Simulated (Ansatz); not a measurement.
# Direct or indirect: CdF2 (Fm-3m)

```
Cd F
1.0
     0.00000    2.69400    2.69400
     2.69400    0.00000    2.69400
     2.69400    2.69400    0.00000
Cd F
1 2
Direct
  0.00000 0.00000 0.00000
  0.75000 0.75000 0.75000
  0.25000 0.25000 0.25000
```

Method: Ansatz, PBE, independent particles, without spin-orbit coupling, line width 0.2 eV (Gaussian). The band structure gives a fundamental gap of 3.10 eV. The spectrum of vertical transitions near the edge:

```json
{"E (eV)": "2.64", "Im ε, E ∥ xyz": "0.00"}
{"E (eV)": "2.76", "Im ε, E ∥ xyz": "0.00"}
{"E (eV)": "2.88", "Im ε, E ∥ xyz": "0.00"}
{"E (eV)": "3.00", "Im ε, E ∥ xyz": "0.00"}
{"E (eV)": "3.12", "Im ε, E ∥ xyz": "0.00"}
{"E (eV)": "3.24", "Im ε, E ∥ xyz": "0.00"}
{"E (eV)": "3.36", "Im ε, E ∥ xyz": "0.00"}
{"E (eV)": "3.48", "Im ε, E ∥ xyz": "0.01"}
{"E (eV)": "3.60", "Im ε, E ∥ xyz": "0.02"}
{"E (eV)": "3.72", "Im ε, E ∥ xyz": "0.05"}
{"E (eV)": "3.84", "Im ε, E ∥ xyz": "0.11"}
{"E (eV)": "3.96", "Im ε, E ∥ xyz": "0.20"}
{"E (eV)": "4.08", "Im ε, E ∥ xyz": "0.35"}
{"E (eV)": "4.20", "Im ε, E ∥ xyz": "0.53"}
{"E (eV)": "4.32", "Im ε, E ∥ xyz": "0.70"}
{"E (eV)": "4.44", "Im ε, E ∥ xyz": "0.82"}
{"E (eV)": "4.56", "Im ε, E ∥ xyz": "0.91"}
{"E (eV)": "4.68", "Im ε, E ∥ xyz": "0.98"}
{"E (eV)": "4.80", "Im ε, E ∥ xyz": "1.03"}
{"E (eV)": "4.92", "Im ε, E ∥ xyz": "1.08"}
{"E (eV)": "5.04", "Im ε, E ∥ xyz": "1.12"}
```

Question: Is the gap direct or indirect, and about where do vertical transitions set in?

Answer: Indirect, by the band path, whose least direct gap is 3.60 eV. The curves fit this: they stay near zero above 3.10 eV and rise only from about 3.6 eV, though a forbidden direct transition would look alike. Lines are broadened by 0.2 eV, which spreads the edge, and phonons, which would give weak absorption from the fundamental gap up, are left out.

[Logs are printed without paths, hosts, clocks, repeated set-up lines and the standing remarks that a program may print on its own settings, such as how far it seeks lower states.]
